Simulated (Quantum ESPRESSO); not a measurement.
# Voltage at the next charge: Au(111), 4 layers, one monolayer of Cl on fcc sites against an electrode

**Set-up.** Quantum ESPRESSO 7.5, PBE, GBRV ultrasoft; ESM with bc3, a metal electrode 6.50 Å above the top atoms; cell area 7.208 Å²; ions fixed. V is the potential energy of an electron at the electrode over the slab's Fermi level, divided by e, so that it equals the work function at zero charge; positive charge removes electrons.

```
charge (e a cell)  V (V)
                0  6.715
           0.0108  8.219
           0.0216  9.726
```

**Question.** What is V at a charge of 0.0432 e, and what capacitance do the rows imply?

**Fit.** The last two rows give dV/dq = (9.726 − 8.219)/(0.0216 − 0.0108) = 139.5 V/e, so C = 1602/(7.208 × 139.5) = 1.59 µF/cm², an effective gap of 8.854/1.59 = 5.56 Å. At constant C, V = 9.726 + 139.5 × 0.0216 = 12.74 V.

What the calculation gave: V = 12.754 V; the estimate misses by −0.01 V, 0.5 % of the step. Over the three intervals C goes 1.60, 1.59 and 1.59 µF/cm².

Caveats: Vacuum fills the gap; a dielectric or electrolyte would change C. The slab is thin.

[Logs are printed without paths, hosts, clocks, repeated set-up lines and the standing remarks that a program may print on its own settings, such as how far it seeks lower states.]
